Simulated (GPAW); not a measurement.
Consider LiRh (P-6m2).

```xyz
2
Lattice="2.6523 0.0000 0.0000 -1.3262 2.2970 0.0000 0.0000 0.0000 4.3266" Properties=species:S:1:pos:R:3 pbc="T T T"
Rh    1.3262    0.7657    0.0000
Li    0.0000    0.0000    2.1633
```

Absorber: atom 1, with 6 Li at 2.65 Å and 6 Rh at 2.65 Å (anticuboctahedral, as in hcp, site symmetry -6m2). Method: GPAW, LDA, excited-electron core hole (neutral cell), 16-atom cell with 6.3 Å between holes, 3×3×3 k points, dipole transitions, Gaussian full width 2.13 eV up to 4 eV, rising linearly to 3.5 eV at 25 eV.

**Question.** What does the Rh L₃ edge look like?

Main maxima up to 30 eV above the zero (height): 1.0 eV (1.81), 8.6 eV (1.05) and 12.8 eV (1.21). At an L edge the dipole rule selects empty d (and weakly s) states on the absorber, and the strong line at the onset measures the empty part of its d band. 

The Rh L₃ spectrum (energy from the lowest empty level; intensity scaled to a mean of 1 over the first 20 eV; polarised curves are means over the symmetry-equivalent atoms):

| E (eV) | isotropic | ε ⊥ c | ε ∥ c |
| --- | --- | --- | --- |
| -2.0 | 0.05 | 0.07 | 0.02 |
| -1.0 | 0.46 | 0.59 | 0.20 |
| 0.0 | 1.37 | 1.75 | 0.61 |
| 1.0 | 1.81 | 2.24 | 0.96 |
| 2.0 | 1.59 | 1.84 | 1.08 |
| 3.0 | 1.18 | 1.26 | 1.01 |
| 4.0 | 0.88 | 0.89 | 0.87 |
| 5.0 | 0.71 | 0.67 | 0.77 |
| 6.0 | 0.57 | 0.52 | 0.67 |
| 7.0 | 0.72 | 0.66 | 0.82 |
| 8.0 | 0.99 | 0.91 | 1.16 |
| 9.0 | 1.03 | 0.92 | 1.26 |
| 10.0 | 0.90 | 0.81 | 1.09 |
| 11.0 | 0.91 | 0.86 | 1.02 |
| 12.0 | 1.12 | 1.10 | 1.18 |
| 13.0 | 1.20 | 1.17 | 1.25 |
| 14.0 | 1.06 | 1.04 | 1.11 |
| 15.0 | 0.93 | 0.93 | 0.92 |
| 16.0 | 0.85 | 0.90 | 0.75 |
| 17.0 | 0.82 | 0.91 | 0.63 |
| 18.0 | 0.81 | 0.93 | 0.56 |
| 19.0 | 0.79 | 0.91 | 0.54 |
| 20.0 | 0.74 | 0.82 | 0.58 |
| 21.0 | 0.70 | 0.72 | 0.66 |
| 22.0 | 0.70 | 0.69 | 0.72 |
| 23.0 | 0.73 | 0.72 | 0.74 |
| 24.0 | 0.75 | 0.75 | 0.75 |
| 25.0 | 0.78 | 0.77 | 0.79 |
| 26.0 | 0.81 | 0.78 | 0.85 |
| 27.0 | 0.81 | 0.79 | 0.87 |
| 28.0 | 0.81 | 0.78 | 0.85 |
| 29.0 | 0.82 | 0.81 | 0.84 |
| 30.0 | 0.85 | 0.84 | 0.87 |
| 31.0 | 0.89 | 0.87 | 0.92 |
| 32.0 | 0.91 | 0.90 | 0.94 |

Only the L₃ part is meant: spin–orbit coupling of the core level isn't computed and the L₂ copy isn't added. The script folds with a Gaussian, whereas the core hole's own line is a Lorentzian, so the onset is too steep and the first peak too high. The holes are only 6.3 Å apart, so the shape is probably not converged with cell size; no larger cell was run here. The mesh is coarse (0.39 Å⁻¹ between points), so small maxima may be mesh ripples. Lifetime broadening is put in by hand, and intensities beyond about 20 eV depend on it and on the partial waves; weight that the partial waves miss at high energy is lost. The structure is a computed Materials Project entry and may be a hypothetical form.

[Banner, clock and machine lines of the logs are left out without a mark of their own.]

[Logs are printed without paths, hosts, clocks, repeated set-up lines and the standing remarks that a program may print on its own settings, such as how far it seeks lower states.]

[Hosts, paths, dates, database ids (printed as entryN), source tags and the programs' standing remarks are cut or masked in the printed files.]

[Lists of maxima count a maximum above −3 eV only where it reaches 4 % of the highest in the window and stands out from its surroundings by 2 % of it (1.5 % where it reaches 55 %); shoulders and weaker maxima are passed over, and of the rest the first, up to two pre-edge ones and the few strongest are named.]
